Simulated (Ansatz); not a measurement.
# Br on Ta(110): change of the work function, part 2 of 3

Aim: the work function of Ta(110) at several coverages of Br (hollow site), and the dipole that each adsorbate carries.

Ansatz 0.2.0; plane-wave DFT, PBE, Ansatz PAW.

So far, work function, upper face (eV): step 2 (the clean slab) 4.77.

## Step 3: The covered slab, k-mesh 6×6×1, coverage 0.25 ML

System of this step: Br/Ta(110). The cell holds 17 atoms: 16 Ta and 1 Br. Cell: a = 5.733 Å, b = 5.733 Å, c = 27.460 Å, α = 90.0°, β = 90.0°, γ = 70.5°. Vacuum lies along c.

The clean slab as it ended is repeated in the plane and the adsorbate is set on one face; the cell's size fixes the coverage, and the k-mesh shrinks with it to keep the sampling density about even. Adsorbate and upper layers relax, since the dipole depends on the height.

input.yaml

```yaml
crystal:
  lattice:
    - [4.6810468914, -3.31, 0.0]
    - [4.6810468914, 3.31, 0.0]
    - [0.0, 0.0, 27.4604676772]
  atoms:
    - { symbol: Ta, position: [0.0, 0.0, 0.3277438719] }
    - { symbol: Ta, position: [0.25, 0.25, 0.4129763404] }
    - { symbol: Ta, position: [0.0, 0.0, 0.4982961422] }
    - { symbol: Ta, position: [0.25, 0.25, 0.5802085114] }
    - { symbol: Ta, position: [0.0, 0.5, 0.3277438719] }
    - { symbol: Ta, position: [0.25, 0.75, 0.4129763404] }
    - { symbol: Ta, position: [0.0, 0.5, 0.4982961422] }
    - { symbol: Ta, position: [0.25, 0.75, 0.5802085114] }
    - { symbol: Ta, position: [0.5, 0.0, 0.3277438719] }
    - { symbol: Ta, position: [0.75, 0.25, 0.4129763404] }
    - { symbol: Ta, position: [0.5, 0.0, 0.4982961422] }
    - { symbol: Ta, position: [0.75, 0.25, 0.5802085114] }
    - { symbol: Ta, position: [0.5, 0.5, 0.3277438719] }
    - { symbol: Ta, position: [0.75, 0.75, 0.4129763404] }
    - { symbol: Ta, position: [0.5, 0.5, 0.4982961422] }
    - { symbol: Ta, position: [0.75, 0.75, 0.5802085114] }
    - { symbol: Br, position: [0.42, 0.42, 0.6722561281] }
kpoints:
  mp_grid: { grid: [6, 6, 1] }
hamiltonian:
  xc: pbe
scf:
  occupations: { method: fermi_dirac, width: 0.1 }
  convergence: { dr2_threshold: 1.0e-08 }
efield:
  axis: 3
  dipole_correction: true
  ramp_position: 0.97
  ramp_width: 0.06
relax:
  f_tol: 0.02
  max_steps: 60
  constraints: [{ sites: [0, 1, 4, 5, 8, 9, 12, 13] }]
output:
  dos: { projected: true, e_range: [-8, 4] }
  write_potential: true
  write_density: true
  volumetric_format: npy
  elf: true
```

On the command line:

```bash
$ ansatz run input.yaml --threads 4 --pin off --max-ram 6144MiB --backend cpu --events-out ev --progress --plain --runs-dir out
```

Numbers of over 12 decimals in the logs are rounded to 6 here.

The log of the run:

```text
[...]
Crystal: 17 atoms, lattice volume = 850.960 Å³
Basis set: ecut = 420 eV, 16691 PW (Γ), exchange–correlation on 80×80×384 points (8 copies of the dense FFT grid, shifted against one another)
Bands: 129, of which v1, the nominal top of the filled ones, is band 108 counted from 1 (107 counted from 0)
Symmetry: 2 space group operations
[...]
k-points: 13 of 36 (time reversal used)
[...]
SCF iter   1: F=—  HF=-161692.799093 eV  |F-HF|=—  |Δ(HF+E_count)|=         —  Δρ=7.87e-3  dr2=1.47e1  ethr=1.77e-3  p=0.008 e·Å  D=1.74e-3 V/Å  ΔV_dip=-0.05 eV  dr2_dipole=2.89e0  V_vac-E_F(+/−)=4.87/4.91 eV  ⟨swp⟩=10.5  Hψ=8783  notcnv=0
[...]
SCF iter  10: F=-161692.452604 eV  HF=-161692.452604 eV  |F-HF|=1.26e-8  |Δ(HF+E_count)|=   1.95e-8  Δρ=2.86e-7  dr2=1.18e-9  ethr=4.65e-12  p=-0.011 e·Å  D=-2.33e-3 V/Å  ΔV_dip=0.06 eV  dr2_dipole=2.34e-11  V_vac-E_F(+/−)=4.85/4.79 eV  ⟨swp⟩=12.8  Hψ=12451  notcnv=0
SCF 1 converged in 10 iterations: F = -161692.452604 eV  dr2 = 1.18e-9
[...]
relax step   1: F+E_penalty+E_count = -161692.45260413 eV  Δ(F+E_penalty+E_count) = +0.000e0 eV  max|allowed force component| = 1.627e0 eV/Å  Δτ_max = 0.0000 Å  (10 SCF iters, accepted)
[...]
SCF iter   1: F=—  HF=-161693.068107 eV  |F-HF|=—  |Δ(HF+E_count)|=         —  Δρ=6.55e-3  dr2=1.35e0  ethr=5.59e-4  p=-0.011 e·Å  D=-2.33e-3 V/Å  ΔV_dip=0.06 eV  dr2_dipole=1.60e-2  V_vac-E_F(+/−)=4.85/4.79 eV  ⟨swp⟩=1.8  Hψ=6548  notcnv=0  defer=5
[...]
eigensolver tolerance schedule calibrated: the retry pair's looser diagonalisation under-reported the residual by θ = 0.11 (0.15/decade); ethr = c·dr2/N_el runs at the constant in force after the calibration composes with the one it found (an armed cap, an earlier calibration), c = 4.7e-2
[...]
SCF iter   2: F=—  HF=-161692.935309 eV  |F-HF|=—  |Δ(HF+E_count)|=   1.33e-1  Δρ=3.76e-3  dr2=2.93e-1  ethr=2.95e-4  p=0.067 e·Å  D=1.42e-2 V/Å  ΔV_dip=-0.39 eV  dr2_dipole=6.33e-3  V_vac-E_F(+/−)=4.40/4.79 eV  ⟨swp⟩=3.5  Hψ=3625  notcnv=0  defer=5
[...]
SCF iter  10: F=-161692.882617 eV  HF=-161692.882617 eV  |F-HF|=8.59e-9  |Δ(HF+E_count)|=   1.84e-8  Δρ=2.90e-7  dr2=1.17e-9  ethr=2.19e-12  p=0.058 e·Å  D=1.23e-2 V/Å  ΔV_dip=-0.34 eV  dr2_dipole=1.02e-10  V_vac-E_F(+/−)=4.46/4.80 eV  ⟨swp⟩=14.0  Hψ=12838  notcnv=0
SCF 2 converged in 10 iterations: F = -161692.882617 eV  dr2 = 1.17e-9
relax step   2: F+E_penalty+E_count = -161692.88261654 eV  Δ(F+E_penalty+E_count) = -4.300e-1 eV  max|allowed force component| = 1.115e0 eV/Å  Δτ_max = 0.1949 Å  (10 SCF iters, accepted)
[...]
SCF iter   9: F=-161693.059443 eV  HF=-161693.059443 eV  |F-HF|=7.57e-9  |Δ(HF+E_count)|=   4.09e-8  Δρ=3.83e-7  dr2=3.13e-9  ethr=4.65e-12  p=0.104 e·Å  D=2.21e-2 V/Å  ΔV_dip=-0.61 eV  dr2_dipole=1.02e-10  V_vac-E_F(+/−)=4.19/4.80 eV  ⟨swp⟩=14.5  Hψ=13748  notcnv=0
SCF 3 converged in 9 iterations: F = -161693.059443 eV  dr2 = 3.13e-9
relax step   3: F+E_penalty+E_count = -161693.05944276 eV  Δ(F+E_penalty+E_count) = -1.768e-1 eV  max|allowed force component| = 2.576e-1 eV/Å  Δτ_max = 0.1949 Å  (9 SCF iters, accepted)
[... from here on, the SCF cycles and remarks between the steps are left out ...]
relax step   4: F+E_penalty+E_count = -161693.10048921 eV  Δ(F+E_penalty+E_count) = -4.105e-2 eV  max|allowed force component| = 1.604e-1 eV/Å  Δτ_max = 0.1929 Å  (9 SCF iters, accepted)
relax step   5: F+E_penalty+E_count = -161693.11606062 eV  Δ(F+E_penalty+E_count) = -1.557e-2 eV  max|allowed force component| = 1.295e-1 eV/Å  Δτ_max = 0.1249 Å  (8 SCF iters, accepted)
relax step   6: F+E_penalty+E_count = -161693.12397831 eV  Δ(F+E_penalty+E_count) = -7.918e-3 eV  max|allowed force component| = 9.117e-2 eV/Å  Δτ_max = 0.1825 Å  (9 SCF iters, accepted)
relax step   7: F+E_penalty+E_count = -161693.12679668 eV  Δ(F+E_penalty+E_count) = -2.818e-3 eV  max|allowed force component| = 3.934e-2 eV/Å  Δτ_max = 0.0748 Å  (8 SCF iters, accepted)
relax step   8: F+E_penalty+E_count = -161693.12776552 eV  Δ(F+E_penalty+E_count) = -9.688e-4 eV  max|allowed force component| = 6.613e-3 eV/Å  Δτ_max = 0.0434 Å  (7 SCF iters, accepted)
relax step   9: F+E_penalty+E_count = -161693.12784830 eV  Δ(F+E_penalty+E_count) = -8.278e-5 eV  max|allowed force component| = 5.487e-3 eV/Å  Δτ_max = 0.0240 Å  (6 SCF iters, accepted)
relax step  10: F+E_penalty+E_count = -161693.12790467 eV  Δ(F+E_penalty+E_count) = -5.637e-5 eV  max|allowed force component| = 5.547e-3 eV/Å  Δτ_max = 0.0356 Å  (6 SCF iters, accepted)
SCF iter   1: F=—  HF=-161693.127924 eV  |F-HF|=—  |Δ(HF+E_count)|=         —  Δρ=1.59e-4  dr2=3.90e-4  ethr=1.18e-6  p=0.116 e·Å  D=2.46e-2 V/Å  ΔV_dip=-0.68 eV  dr2_dipole=1.12e-5  V_vac-E_F(+/−)=4.13/4.81 eV  ⟨swp⟩=4.0  Hψ=4069  notcnv=0
[...]
SCF iter   6: F=-161693.127899 eV  HF=-161693.127899 eV  |F-HF|=8.59e-9  |Δ(HF+E_count)|=   4.92e-8  Δρ=4.25e-7  dr2=2.07e-9  ethr=4.65e-12  p=0.116 e·Å  D=2.47e-2 V/Å  ΔV_dip=-0.68 eV  dr2_dipole=7.06e-12  V_vac-E_F(+/−)=4.13/4.81 eV  ⟨swp⟩=12.9  Hψ=13925  notcnv=0
SCF 11 converged in 6 iterations: F = -161693.127899 eV  dr2 = 2.07e-9
relax step  11: F+E_penalty+E_count = -161693.12789940 eV  Δ(F+E_penalty+E_count) = +5.271e-6 eV  max|allowed force component| = 1.728e-2 eV/Å  Δτ_max = 0.0223 Å  (6 SCF iters, accepted)
NSCF: frozen V_eff on 13 k-points
[...]
SCF converged after 6 iterations
Free energy (F): -161693.127899 eV
[...]
Internal energy: -161692.429757 eV  (E = F + TS)
E sigma→0 (E₀):  -161692.778828 eV
Entropy (-TS):   -0.698143 eV (-41.067 meV/atom)
Fermi energy:    3.862420 eV
Dipole field:    D = 0.024723 V/Å  (p = 0.116267 e·Å, saw-weighted, corrected)
Work function:   Φ+ = 4.1269 eV   Φ− = 4.8058 eV
[...]
--- Forces (eV/Å), atoms counted from 1 ---
  atom   1  Ta    -0.00015893     0.00000000     0.35826571
  atom   2  Ta    -0.01620555     0.00000000    -0.33521704
  atom   3  Ta     0.00060574    -0.00000000    -0.00239584
  atom   4  Ta    -0.00160779     0.00000000    -0.00027522
  atom   5  Ta    -0.00013632     0.00011381     0.38138031
  atom   6  Ta     0.00062999    -0.06919450    -0.44915054
  atom   7  Ta     0.00061186    -0.00146019     0.00023113
  atom   8  Ta    -0.00024948     0.00484818    -0.00717880
  atom   9  Ta    -0.00013632    -0.00011381     0.38138031
  atom  10  Ta     0.00062999     0.06919450    -0.44915054
  atom  11  Ta     0.00061186     0.00146019     0.00023113
  atom  12  Ta    -0.00024948    -0.00484818    -0.00717880
  atom  13  Ta    -0.00009820     0.00000000     0.44599405
  atom  14  Ta     0.01753510     0.00000000    -0.33521431
  atom  15  Ta    -0.00135150     0.00000000    -0.00286802
  atom  16  Ta     0.00008554    -0.00000000     0.00384994
  atom  17  Br    -0.00052396     0.00000000     0.01728359
  max |Σ_I F_I| component: 1.30e-5 eV/Å
--- Band table (eV; the first three rows and the last of 13) ---
  k-point 0: bands = [... 104 lower, 4.0225, 4.0799, 4.2581, 4.2759, 4.3891, 4.9115, 4.9913, 5.0310, ... 17 higher]
  k-point 1: bands = [... 104 lower, 3.8392, 3.9014, 4.0652, 4.1834, 4.4522, 4.5454, 4.6486, 4.6987, ... 17 higher]
  k-point 2: bands = [... 104 lower, 3.5662, 3.6230, 3.6749, 3.7794, 3.8047, 3.8717, 3.9764, 4.0450, ... 17 higher]
  k-point 12: bands = [... 104 lower, 3.7591, 3.9577, 4.0163, 4.0200, 4.0221, 4.1803, 4.2008, 4.2565, ... 17 higher]
--- Relaxed structure (11 steps of the walk, 11 accepted, 0 SCFs on fresh bases) ---
  F+E_penalty+E_count = -161693.12789940 eV   max|allowed force component| = 1.728e-2 eV/Å
  atoms:
    - { symbol: Ta, position: [0.0, 0.0, 0.327744] }
    - { symbol: Ta, position: [0.25, 0.25, 0.412976] }
    - { symbol: Ta, position: [4.2129465415058634e-5, 4.212946541505862e-5, 0.496243] }
    - { symbol: Ta, position: [0.249412, 0.249412, 0.580193] }
    - { symbol: Ta, position: [-5.551115123125783e-17, 0.5, 0.327744] }
    - { symbol: Ta, position: [0.25, 0.75, 0.412976] }
    - { symbol: Ta, position: [3.437674712708505e-5, 0.500049, 0.498237] }
    - { symbol: Ta, position: [0.228667, 0.771477, 0.582132] }
    - { symbol: Ta, position: [0.5, -5.551115123125783e-17, 0.327744] }
    - { symbol: Ta, position: [0.75, 0.25, 0.412976] }
    - { symbol: Ta, position: [0.500049, 3.437674712708505e-5, 0.498237] }
    - { symbol: Ta, position: [0.771477, 0.228667, 0.582132] }
    - { symbol: Ta, position: [0.5, 0.5, 0.327744] }
    - { symbol: Ta, position: [0.75, 0.75, 0.412976] }
    - { symbol: Ta, position: [0.500055, 0.500055, 0.499796] }
    - { symbol: Ta, position: [0.750805, 0.750805, 0.580205] }
    - { symbol: Br, position: [0.500699, 0.500699, 0.654311] }
```

It took 13 min on 4 threads of Arm Neoverse N1, shared host; peak memory 3.1 GiB; 51 min of CPU time.

This run has no spin polarisation although its electron count is odd.

The steps of the relaxation:

| step | energy less that of the first step (eV) | largest force component (eV/Å) |
| --- | --- | --- |
| 1 | 0.0000 | 1.6271 |
| 2 | -0.4300 | 1.1147 |
| 3 | -0.6068 | 0.2576 |
| 4 | -0.6479 | 0.1604 |
| 5 | -0.6635 | 0.1295 |
| 6 | -0.6714 | 0.0912 |
| 7 | -0.6742 | 0.0393 |
| 8 | -0.6752 | 0.0066 |
| 9 | -0.6752 | 0.0055 |
| 10 | -0.6753 | 0.0055 |
| 11 | -0.6753 | 0.0173 |

The run keeps the 2 symmetry operations that it works with, so distortions that break them were not tested.

The atoms that moved most (Å):

| atom | dx | dy | dz | length |
| --- | --- | --- | --- | --- |
| Br17 | 0.756 | 0.000 | -0.493 | 0.902 |
| Ta12 | 0.001 | -0.142 | 0.053 | 0.151 |
| Ta8 | 0.001 | 0.142 | 0.053 | 0.151 |
| Ta3 | 0.000 | 0.000 | -0.056 | 0.056 |
| Ta15 | 0.001 | 0.000 | 0.041 | 0.041 |
| Ta16 | 0.008 | 0.000 | 0.000 | 0.008 |
| Ta4 | -0.006 | 0.000 | 0.000 | 0.006 |

Final coordinates:

```xyz
17
Lattice="4.6810 -3.3100 0.0000 4.6810 3.3100 0.0000 0.0000 0.0000 27.4605" Properties=species:S:1:pos:R:3
Ta    0.0000    0.0000    9.0000
Ta    2.3405    0.0000   11.3405
Ta    0.0004    0.0000   13.6271
Ta    2.3350    0.0000   15.9324
Ta    2.3405    1.6550    9.0000
Ta    4.6810    1.6550   11.3405
Ta    2.3409    1.6550   13.6818
Ta    4.6817    1.7967   15.9856
Ta    2.3405   -1.6550    9.0000
Ta    4.6810   -1.6550   11.3405
Ta    2.3409   -1.6550   13.6818
Ta    4.6817   -1.7967   15.9856
Ta    4.6810    0.0000    9.0000
Ta    7.0216    0.0000   11.3405
Ta    4.6816    0.0000   13.7246
Ta    7.0291    0.0000   15.9327
Br    4.6876    0.0000   17.9677
```

Numbers from this step:

| Property | Result |
| --- | --- |
| energy at zero smearing | -161692.7788 eV |
| work function, upper face | 4.127 eV |
| work function, lower face | 4.806 eV |
| dipole along the normal | 0.1163 e·Å |
| step between the vacuum levels | -0.6789 eV |

Running mean over 2.341 Å of the planar mean; the ramp of the sawtooth is left out. Electron's electrostatic potential energy less the Fermi level against z:

| z (Å) | electron's electrostatic potential energy less the Fermi level (eV) |
| --- | --- |
| 3.5 | 4.81 |
| 4.0 | 4.80 |
| 4.5 | 4.80 |
| 5.0 | 4.79 |
| 5.5 | 4.75 |
| 6.0 | 4.61 |
| 6.5 | 4.20 |
| 7.0 | 2.97 |
| 7.5 | -0.253 |
| 8.0 | -5.20 |
| 8.5 | -8.88 |
| 9.0 | -10.1 |
| 9.5 | -10.1 |
| 10.0 | -10.0 |
| 10.5 | -10.0 |
| 11.0 | -9.98 |
| 11.5 | -9.98 |
| 12.0 | -9.99 |
| 12.5 | -9.98 |
| 13.0 | -9.96 |
| 13.5 | -9.98 |
| 14.0 | -10.1 |
| 14.5 | -10.5 |
| 15.0 | -10.6 |
| 15.5 | -10.5 |
| 16.0 | -10.4 |
| 16.5 | -9.63 |
| 17.0 | -6.94 |
| 17.5 | -2.95 |
| 18.0 | -0.192 |
| 18.5 | 1.04 |
| 19.0 | 2.20 |
| 19.5 | 3.38 |
| 20.0 | 3.97 |
| 20.5 | 4.10 |
| 21.0 | 4.12 |
| 21.5 | 4.13 |
| 22.0 | 4.13 |
| 22.5 | 4.13 |
| 23.0 | 4.13 |
| 23.5 | 4.13 |
| 24.0 | 4.13 |

The density of states has structure finer than the step of the table below, so its rows give means over 0.25 eV, whole bins alone (the curve runs from -8 to 1.86 eV). Peaks (eV: height): -1.560: 42.5, -1.410: 48.8, -1.110: 43.7, -0.930: 29.6, -0.780: 33.7, -0.300: 32.3, 0.390: 29.5.

Density of states against energy, zero at the Fermi level; means over each step:

energy (eV), density of states (states/eV a cell) and a bar:
```
    -7.75        0.0 
    -7.50        0.3 
    -7.25        0.9 #
    -7.00        1.0 #
    -6.75        1.1 #
    -6.50        1.9 ##
    -6.25        3.0 ###
    -6.00        4.3 ####
    -5.75        2.9 ###
    -5.50        7.8 #######
    -5.25       10.8 ##########
    -5.00        4.0 ####
    -4.75        4.0 ####
    -4.50        5.0 #####
    -4.25        7.3 #######
    -4.00        9.0 ########
    -3.75       11.6 ###########
    -3.50        9.9 #########
    -3.25       14.4 #############
    -3.00       18.0 #################
    -2.75       16.7 ################
    -2.50       10.9 ##########
    -2.25       11.6 ###########
    -2.00        8.1 #######
    -1.75        7.0 ######
    -1.50       32.3 ##############################
    -1.25       26.1 ########################
    -1.00       26.1 ########################
    -0.75       25.7 ########################
    -0.50       22.7 #####################
    -0.25       27.4 #########################
     0.00       21.0 ###################
     0.25       17.8 #################
     0.50       10.8 ##########
     0.75       10.7 ##########
     1.00       12.4 ###########
     1.25        9.9 #########
     1.50       11.3 ###########
```

Projected DOS per atom over height of the atomic layer and energy from the Fermi level. Layers: Ta4 Ta4 Ta4 Ta4 Br from below.

Values in states/eV, 22 rows by 5 columns, each cell a mean:
```
0.93 0.46 0.44 0.91 0.23
0.66 0.47 0.46 0.67 0.11
0.80 0.39 0.42 0.83 0.14
1.18 0.73 0.66 0.84 0.07
1.78 1.23 1.17 1.45 0.09
1.98 1.22 1.23 1.47 0.14
1.75 1.57 1.46 1.64 0.18
1.40 1.67 1.71 1.53 0.11
0.46 0.39 0.41 0.54 0.10
0.66 0.63 0.67 0.72 0.24
0.92 1.12 1.18 0.98 0.37
0.75 0.91 0.92 0.68 0.36
0.52 0.81 0.75 0.47 0.39
0.37 0.50 0.53 0.32 0.43
0.26 0.32 0.28 0.15 0.51
0.17 0.17 0.21 0.29 3.30
0.13 0.14 0.16 0.38 3.51
0.09 0.14 0.11 0.24 1.42
0.07 0.11 0.10 0.14 0.45
0.02 0.07 0.09 0.05 0.08
0.02 0.05 0.06 0.03 0.04
0.00 0.00 0.00 0.00 0.00
```
Columns: height of the atomic layer (Å) from 9 to 18.0 (not evenly spaced); rows upwards: energy from the Fermi level (eV) from -7.96 to 1.84.

Valence density in the ca plane at fractional y = 0.500, with atoms of Ta and Br within 0.2 Å of it. It is the smooth field of the valence electrons, not physical close to the nuclei.

Ten steps, logarithmic in the rise over the least value, from '0' (0.0 e/Å³) to '9' (4.3 e/Å³), each cell a mean:
```
99754443445899974443332110000000000000000000
88644444444688854444432110000000000000000000
55444444444455544444432211100000000000000000
44444444444444444444433333210000000000000000
65444444444455544444334455432000000000000000
98644444444689864433335666653100000000000000
99754433445899985433345666764200000000000000
99854433345899985433346655664200000000000000
99744444444799974433345666753100000000000000
76544444444567654443334566542100000000000000
44444444444444444444433344321000000000000000
54444444444444444444432222110000000000000000
76544444444577654444432211000000000000000000
99744444445799964444332110000000000000000000
99854433445999985443332110000000000000000000
```
Columns run along c (16.0 Å, from fractional 0.33 to 0.91 of the cell), rows up along a (5.7 Å). Atoms in or near the plane, at fractional coordinates: Ta at (0.33, 0.00), Ta at (0.50, 0.00), Ta at (0.33, 0.50), Ta at (0.50, 0.50), Br at (0.65, 0.50).

Electrostatic potential energy in the ca plane at fractional y = 0.500, with atoms of Ta and Br within 0.2 Å of it. With pseudopotentials it is smooth inside the atoms' cores, unlike the true potential.

Ten even steps from '0' (-64 eV) to '9' (8 eV), each cell a mean:
```
01589999997400258999999999999999999999999999
45789999998644579999999999999999999999999999
78899989999877899999999999999999999999999999
89999988999998999999999999999999999999999999
78899999999877889999999988899999999999999999
35789999998743578999998633589999999999999999
01589999998510158999998200169999999999999999
01589999997400048999997200069999999999999999
13689999998531368999998410379999999999999999
66899999999866689999999866799999999999999999
88999988999988899999999999999999999999999999
88999988999988899999999999999999999999999999
66899999999766689999999999999999999999999999
13689999998521368999999999999999999999999999
00589999997300158999999999999999999999999999
```
Columns run along c (16.0 Å, from fractional 0.33 to 0.91 of the cell; values clipped at the 3rd and 97th percentile), rows up along a (5.7 Å). Atoms in or near the plane, at fractional coordinates: Ta at (0.33, 0.00), Ta at (0.50, 0.00), Ta at (0.33, 0.50), Ta at (0.50, 0.50), Br at (0.65, 0.50).

ELF in the ca plane at fractional y = 0.500, with atoms of Ta and Br within 0.2 Å of it. It is the smooth field of the valence electrons, not physical close to the nuclei.

Ten even steps from '0' (0.00) to '9' (0.90), each cell a mean:
```
47535544532664752454455421000000000000000000
76335433442367522443444310000000000000000000
33345333454223234443333211110000000000000000
33454333455433345543322355543100000000000000
33345333454223224543224789886310000000000000
76335433442367632453237988998531000000000000
47535544542664662454248721699631000000000000
16635544542752662454248600599741000000000000
67435434442577742453237855898631000000000000
54245433453245423543225899987420000000000000
33454333455432335543323577764210000000000000
33454333455332345443332233321000000000000000
54245433453245323443443210000000000000000000
77435534442577742444455420000000000000000000
16635544532741662454456531000000000000000000
```
Columns run along c (16.0 Å, from fractional 0.33 to 0.91 of the cell), rows up along a (5.7 Å). Atoms in or near the plane, at fractional coordinates: Ta at (0.33, 0.00), Ta at (0.50, 0.00), Ta at (0.33, 0.50), Ta at (0.50, 0.50), Br at (0.65, 0.50).

The relaxation took 11 steps and lowered the energy by 0.68 eV; the largest force on the free atoms ends at 0.017 eV/Å.

By hand: a sheet of dipoles makes a step −p/(ε₀A) in the electron's potential. With e/ε₀ = 180.95 V·Å, p = 0.1163 e·Å and A = 30.99 Å², that is −180.95 × (0.1163) / 30.99 = -0.679 eV, and the two vacuum levels of the run differ by -0.679 eV.

The covered face has 4.13 eV, -0.64 eV against the clean one; the bare back face has moved by -0.01 eV, a measure of how thin the slab is.

(Continued in part 3 of 3.)

[Logs are printed without paths, hosts, clocks, repeated set-up lines and the standing remarks that a program may print on its own settings, such as how far it seeks lower states.]

[Hosts, paths, dates, database ids (printed as entryN), source tags and the programs' standing remarks are cut or masked in the printed files.]

[Maps of the electrostatic potential energy from Ansatz leave out the sawtooth potential of an applied field or a dipole correction, so their vacuum need not be flat; planar profiles and work functions include it.]
